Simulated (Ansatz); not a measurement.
# K on Nb(110): change of the work function, part 3 of 4

How does K on the hollow site change the work function of Nb(110) as the layer fills?

Ansatz 0.2.0; plane-wave DFT, PBE, Ansatz PAW.

So far, work function, upper face (eV): step 2 (the clean slab) 4.49; step 3 (37 atoms, coverage 0.111 ML, cell 3x3) 2.23.

## 4. Adsorbate added, k-mesh 6×6×1, coverage 0.25 ML

System of this step: KNb16 (K/Nb(110)). The cell holds 17 atoms: 16 Nb and 1 K. Its edges and angles: a = 5.716 Å, b = 5.716 Å, c = 28.378 Å, α = 90.0°, β = 90.0°, γ = 70.5°. Vacuum lies along c.

Another coverage, to see how the dipoles act on each other as their distance changes.

File input.yaml:

```yaml
crystal:
  lattice:
    - [4.6669047558, -3.3, 0.0]
    - [4.6669047558, 3.3, 0.0]
    - [0.0, 0.0, 28.377571916]
  atoms:
    - { symbol: Nb, position: [0.0, 0.0, 0.31715187] }
    - { symbol: Nb, position: [0.25, 0.25, 0.399380624] }
    - { symbol: Nb, position: [0.0, 0.0, 0.4826374656] }
    - { symbol: Nb, position: [0.25, 0.25, 0.5619447048] }
    - { symbol: Nb, position: [0.0, 0.5, 0.31715187] }
    - { symbol: Nb, position: [0.25, 0.75, 0.399380624] }
    - { symbol: Nb, position: [0.0, 0.5, 0.4826374656] }
    - { symbol: Nb, position: [0.25, 0.75, 0.5619447048] }
    - { symbol: Nb, position: [0.5, 0.0, 0.31715187] }
    - { symbol: Nb, position: [0.75, 0.25, 0.399380624] }
    - { symbol: Nb, position: [0.5, 0.0, 0.4826374656] }
    - { symbol: Nb, position: [0.75, 0.25, 0.5619447048] }
    - { symbol: Nb, position: [0.5, 0.5, 0.31715187] }
    - { symbol: Nb, position: [0.75, 0.75, 0.399380624] }
    - { symbol: Nb, position: [0.5, 0.5, 0.4826374656] }
    - { symbol: Nb, position: [0.75, 0.75, 0.5619447048] }
    - { symbol: K, position: [0.42, 0.42, 0.68284813] }
kpoints:
  mp_grid: { grid: [6, 6, 1] }
hamiltonian:
  xc: pbe
scf:
  occupations: { method: fermi_dirac, width: 0.1 }
  convergence: { dr2_threshold: 1.0e-08 }
efield:
  axis: 3
  dipole_correction: true
  ramp_position: 0.97
  ramp_width: 0.06
relax:
  f_tol: 0.02
  max_steps: 60
  constraints: [{ sites: [0, 1, 4, 5, 8, 9, 12, 13] }]
output:
  dos: { projected: true, e_range: [-8, 4] }
  write_potential: true
  write_density: true
  volumetric_format: npy
  elf: true
```

Run with:

```
> ansatz run input.yaml --threads 4 --pin off --max-ram 16384MiB --backend cpu --events-out ev --progress --plain --runs-dir out
```

Standard output:

```text
[...]
Crystal: 17 atoms, lattice volume = 874.074 Å³
Basis set: ecut = 420 eV, 17095 PW (Γ), exchange–correlation on 80×80×384 points (8 copies of the dense FFT grid, shifted against one another)
Bands: 131, of which v1, the nominal top of the filled ones, is band 109 counted from 1 (108 counted from 0)
Symmetry: 2 space group operations
[...]
k-points: 13 of 36 (time reversal used)
[...]
SCF iter   1: F=—  HF=-74367.802228 eV  |F-HF|=—  |Δ(HF+E_count)|=         —  Δρ=8.31e-3  dr2=1.15e1  ethr=1.77e-3  p=0.593 e·Å  D=1.23e-1 V/Å  ΔV_dip=-3.48 eV  dr2_dipole=1.62e0  V_vac-E_F(+/−)=1.44/4.92 eV  ⟨swp⟩=10.7  Hψ=8351  notcnv=0  defer=2
[...]
SCF iter  11: F=-74367.459802 eV  HF=-74367.459802 eV  |F-HF|=2.15e-9  |Δ(HF+E_count)|=   1.97e-8  Δρ=3.07e-7  dr2=2.03e-9  ethr=4.61e-12  p=0.471 e·Å  D=9.74e-2 V/Å  ΔV_dip=-2.77 eV  dr2_dipole=9.17e-11  V_vac-E_F(+/−)=1.75/4.52 eV  ⟨swp⟩=14.1  Hψ=12485  notcnv=0
SCF 1 converged in 11 iterations: F = -74367.459802 eV  dr2 = 2.03e-9
[...]
relax step   1: F+E_penalty+E_count = -74367.45980190 eV  Δ(F+E_penalty+E_count) = +0.000e0 eV  max|allowed force component| = 3.670e-1 eV/Å  Δτ_max = 0.0000 Å  (11 SCF iters, accepted)
[...]
SCF iter  10: F=-74367.465294 eV  HF=-74367.465294 eV  |F-HF|=1.67e-9  |Δ(HF+E_count)|=   2.22e-8  Δρ=5.44e-7  dr2=5.98e-9  ethr=4.61e-12  p=0.483 e·Å  D=1.00e-1 V/Å  ΔV_dip=-2.84 eV  dr2_dipole=1.84e-10  V_vac-E_F(+/−)=1.68/4.52 eV  ⟨swp⟩=13.9  Hψ=12605  notcnv=0
SCF 2 converged in 10 iterations: F = -74367.465294 eV  dr2 = 5.98e-9
relax step   2: F+E_penalty+E_count = -74367.46529425 eV  Δ(F+E_penalty+E_count) = -5.492e-3 eV  max|allowed force component| = 3.813e-1 eV/Å  Δτ_max = 0.1363 Å  (10 SCF iters, accepted)
SCF iter   1: F=—  HF=-74367.504827 eV  |F-HF|=—  |Δ(HF+E_count)|=         —  Δρ=1.84e-3  dr2=6.19e-2  ethr=7.44e-4  p=0.483 e·Å  D=1.00e-1 V/Å  ΔV_dip=-2.84 eV  dr2_dipole=1.79e-3  V_vac-E_F(+/−)=1.69/4.52 eV  ⟨swp⟩=3.2  Hψ=2947  notcnv=0
[...]
SCF iter   9: F=-74367.500653 eV  HF=-74367.500653 eV  |F-HF|=9.65e-9  |Δ(HF+E_count)|=   3.83e-9  Δρ=4.66e-7  dr2=9.13e-9  ethr=4.61e-12  p=0.489 e·Å  D=1.01e-1 V/Å  ΔV_dip=-2.87 eV  dr2_dipole=6.94e-9  V_vac-E_F(+/−)=1.65/4.52 eV  ⟨swp⟩=11.8  Hψ=12377  notcnv=0
SCF 3 converged in 9 iterations: F = -74367.500653 eV  dr2 = 9.13e-9
relax step   3: F+E_penalty+E_count = -74367.50065335 eV  Δ(F+E_penalty+E_count) = -3.536e-2 eV  max|allowed force component| = 1.623e-1 eV/Å  Δτ_max = 0.0732 Å  (9 SCF iters, accepted)
[...]
relax step   4: F+E_penalty+E_count = -74367.50935157 eV  Δ(F+E_penalty+E_count) = -8.698e-3 eV  max|allowed force component| = 5.966e-2 eV/Å  Δτ_max = 0.0878 Å  (8 SCF iters, accepted)
[...]
relax step   5: F+E_penalty+E_count = -74367.51080969 eV  Δ(F+E_penalty+E_count) = -1.458e-3 eV  max|allowed force component| = 7.870e-3 eV/Å  Δτ_max = 0.0719 Å  (8 SCF iters, accepted)
[...]
relax step   6: F+E_penalty+E_count = -74367.51088491 eV  Δ(F+E_penalty+E_count) = -7.521e-5 eV  max|allowed force component| = 5.332e-3 eV/Å  Δτ_max = 0.0230 Å  (6 SCF iters, accepted)
[...]
relax step   7: F+E_penalty+E_count = -74367.51094254 eV  Δ(F+E_penalty+E_count) = -5.763e-5 eV  max|allowed force component| = 8.881e-3 eV/Å  Δτ_max = 0.0244 Å  (6 SCF iters, accepted)
SCF iter   1: F=—  HF=-74367.510911 eV  |F-HF|=—  |Δ(HF+E_count)|=         —  Δρ=5.06e-4  dr2=4.56e-3  ethr=2.44e-5  p=0.500 e·Å  D=1.04e-1 V/Å  ΔV_dip=-2.94 eV  dr2_dipole=6.64e-6  V_vac-E_F(+/−)=1.58/4.52 eV  ⟨swp⟩=5.4  Hψ=4975  notcnv=0
[...]
SCF iter   7: F=-74367.511235 eV  HF=-74367.511235 eV  |F-HF|=5.22e-9  |Δ(HF+E_count)|=   2.72e-8  Δρ=6.38e-7  dr2=5.96e-9  ethr=4.61e-12  p=0.501 e·Å  D=1.04e-1 V/Å  ΔV_dip=-2.94 eV  dr2_dipole=1.27e-10  V_vac-E_F(+/−)=1.58/4.52 eV  ⟨swp⟩=12.2  Hψ=13170  notcnv=0
SCF 8 converged in 7 iterations: F = -74367.511235 eV  dr2 = 5.96e-9
relax step   8: F+E_penalty+E_count = -74367.51123508 eV  Δ(F+E_penalty+E_count) = -2.925e-4 eV  max|allowed force component| = 1.691e-2 eV/Å  Δτ_max = 0.1444 Å  (7 SCF iters, accepted)
[...]
SCF converged after 7 iterations
Free energy (F): -74367.511235 eV
[...]
Internal energy: -74366.788627 eV  (E = F + TS)
E sigma→0 (E₀):  -74367.149931 eV
Entropy (-TS):   -0.722608 eV (-42.506 meV/atom)
Fermi energy:    4.322665 eV
Dipole field:    D = 0.103622 V/Å  (p = 0.500541 e·Å, saw-weighted, corrected)
Work function:   Φ+ = 1.5779 eV   Φ− = 4.5185 eV
[...]
--- Forces (eV/Å), atoms counted from 1 ---
  atom   1  Nb    -0.00329545     0.00000000     0.32327735
  atom   2  Nb    -0.00452919     0.00000000    -0.35764047
  atom   3  Nb    -0.00160991     0.00000000     0.00004975
  atom   4  Nb     0.00782756    -0.00000000    -0.00509159
  atom   5  Nb    -0.00074818    -0.00511070     0.33844501
  atom   6  Nb    -0.00101408    -0.01408760    -0.32771943
  atom   7  Nb    -0.00146397     0.00216240    -0.00276575
  atom   8  Nb    -0.00239721     0.00646871    -0.00740458
  atom   9  Nb    -0.00074818     0.00511070     0.33844501
  atom  10  Nb    -0.00101408     0.01408760    -0.32771943
  atom  11  Nb    -0.00146397    -0.00216240    -0.00276575
  atom  12  Nb    -0.00239721    -0.00646871    -0.00740458
  atom  13  Nb     0.00445583    -0.00000000     0.34331114
  atom  14  Nb     0.00870441    -0.00000000    -0.33204252
  atom  15  Nb    -0.00068381    -0.00000000     0.00040820
  atom  16  Nb    -0.00214685     0.00000000     0.00969079
  atom  17  K      0.00251656     0.00000000     0.01690521
  max |Σ_I F_I| component: 2.16e-5 eV/Å
--- Band table (eV; the first three rows and the last of 13) ---
  k-point 0: bands = [... 105 lower, 4.4563, 4.4620, 4.4634, 4.5392, 4.9109, 4.9873, 5.7166, 5.7678, ... 18 higher]
  k-point 1: bands = [... 105 lower, 4.2818, 4.3682, 4.4417, 4.6012, 4.7879, 5.0622, 5.2174, 5.3380, ... 18 higher]
  k-point 2: bands = [... 105 lower, 4.0130, 4.0894, 4.1091, 4.2700, 4.5109, 4.5841, 4.6431, 4.6472, ... 18 higher]
  k-point 12: bands = [... 105 lower, 4.2911, 4.3176, 4.3289, 4.3587, 4.3975, 4.4929, 4.4944, 4.5131, ... 18 higher]
--- Relaxed structure (8 steps of the walk, 8 accepted, 0 SCFs on fresh bases) ---
  F+E_penalty+E_count = -74367.51123508 eV   max|allowed force component| = 1.691e-2 eV/Å
  atoms:
    - { symbol: Nb, position: [0.0, 0.0, 0.317152] }
    - { symbol: Nb, position: [0.250000, 0.250000, 0.399381] }
    - { symbol: Nb, position: [-0.000100589, -0.000100589, 0.482142] }
    - { symbol: Nb, position: [0.249220, 0.249220, 0.562562] }
    - { symbol: Nb, position: [-2.775558e-17, 0.5, 0.317152] }
    - { symbol: Nb, position: [0.250000, 0.750000, 0.399381] }
    - { symbol: Nb, position: [-0.000272617, 0.500190, 0.482487] }
    - { symbol: Nb, position: [0.249951, 0.750744, 0.562366] }
    - { symbol: Nb, position: [0.5, -2.775558e-17, 0.317152] }
    - { symbol: Nb, position: [0.750000, 0.250000, 0.399381] }
    - { symbol: Nb, position: [0.500190, -0.000272617, 0.482487] }
    - { symbol: Nb, position: [0.750744, 0.249951, 0.562366] }
    - { symbol: Nb, position: [0.500000, 0.500000, 0.317152] }
    - { symbol: Nb, position: [0.750000, 0.750000, 0.399381] }
    - { symbol: Nb, position: [0.500248, 0.500248, 0.482473] }
    - { symbol: Nb, position: [0.749943, 0.749943, 0.563934] }
    - { symbol: K, position: [0.449251, 0.449251, 0.674952] }
```

Run time: 6.2 min. Hardware: 4 threads of Arm Neoverse V1, shared host; peak memory 3.1 GiB.

Step by step:

```
step  energy less that of the first step (eV)  largest force component (eV/Å)
   1                                   0.0000                          0.3670
   2                                  -0.0055                          0.3813
   3                                  -0.0409                          0.1623
   4                                  -0.0495                          0.0597
   5                                  -0.0510                          0.0079
   6                                  -0.0511                          0.0053
   7                                  -0.0511                          0.0089
   8                                  -0.0514                          0.0169
```

The run keeps the 2 symmetry operations that the program found, so distortions that break them were not tested.

The atoms that moved most (Å):

```
atom      dx      dy      dz  length
 K17   0.273   0.000  -0.224   0.353
Nb16  -0.001   0.000   0.056   0.056
 Nb4  -0.007   0.000   0.018   0.019
 Nb3  -0.001   0.000  -0.014   0.014
Nb12   0.003  -0.003   0.012   0.013
 Nb8   0.003   0.003   0.012   0.013
Nb15   0.002   0.000  -0.005   0.005
```

The relaxed structure:

```xyz
17
Lattice="4.6669 -3.3000 0.0000 4.6669 3.3000 0.0000 0.0000 0.0000 28.3776" Properties=species:S:1:pos:R:3
Nb    0.0000    0.0000    9.0000
Nb    2.3335    0.0000   11.3335
Nb   -0.0009    0.0000   13.6820
Nb    2.3262    0.0000   15.9641
Nb    2.3335    1.6500    9.0000
Nb    4.6669    1.6500   11.3335
Nb    2.3331    1.6515   13.6918
Nb    4.6702    1.6526   15.9586
Nb    2.3335   -1.6500    9.0000
Nb    4.6669   -1.6500   11.3335
Nb    2.3331   -1.6515   13.6918
Nb    4.6702   -1.6526   15.9586
Nb    4.6669    0.0000    9.0000
Nb    7.0004    0.0000   11.3335
Nb    4.6692    0.0000   13.6914
Nb    6.9998    0.0000   16.0031
K     4.1932    0.0000   19.1535
```

Read from the output:

```
energy at zero smearing        : -74367.1499 eV
work function, upper face      : 1.578 eV
work function, lower face      : 4.519 eV
dipole along the normal        : 0.5005 e·Å
step between the vacuum levels : -2.941 eV
```

Running mean over 2.333 Å of the planar mean; the ramp of the sawtooth is left out. Table of electron's electrostatic potential energy less the Fermi level by z:

```
z (Å)  electron's electrostatic potential energy less the Fermi level (eV)
  3.5                                                                 4.52
  4.0                                                                 4.52
  4.5                                                                 4.51
  5.0                                                                 4.50
  5.5                                                                 4.46
  6.0                                                                 4.33
  6.5                                                                 3.94
  7.0                                                                 2.77
  7.5                                                               -0.552
  8.0                                                                -5.89
  8.5                                                                -9.86
  9.0                                                                -11.0
  9.5                                                                -11.1
 10.0                                                                -11.0
 10.5                                                                -10.9
 11.0                                                                -10.9
 11.5                                                                -10.9
 12.0                                                                -10.8
 12.5                                                                -10.7
 13.0                                                                -10.8
 13.5                                                                -10.9
 14.0                                                                -11.1
 14.5                                                                -11.4
 15.0                                                                -11.5
 15.5                                                                -11.3
 16.0                                                                -11.1
 16.5                                                                -9.75
 17.0                                                                -5.83
 17.5                                                                -1.19
 18.0                                                                0.782
 18.5                                                                0.559
 19.0                                                               0.0385
 19.5                                                               -0.278
 20.0                                                              -0.0908
 20.5                                                                0.552
 21.0                                                                 1.12
 21.5                                                                 1.35
 22.0                                                                 1.45
 22.5                                                                 1.51
 23.0                                                                 1.54
 23.5                                                                 1.56
 24.0                                                                 1.57
 24.5                                                                 1.57
 25.0                                                                 1.58
```

(Continued in part 4 of 4.)

[Long decimals in the printed logs are rounded to 6 places.]

[Logs are printed without paths, hosts, clocks, repeated set-up lines and the standing remarks that a program may print on its own settings, such as how far it seeks lower states.]

[Hosts, paths, dates, database ids (printed as entryN), source tags and the programs' standing remarks are cut or masked in the printed files.]

[Maps of the electrostatic potential energy from Ansatz leave out the sawtooth potential of an applied field or a dipole correction, so their vacuum need not be flat; planar profiles and work functions include it.]
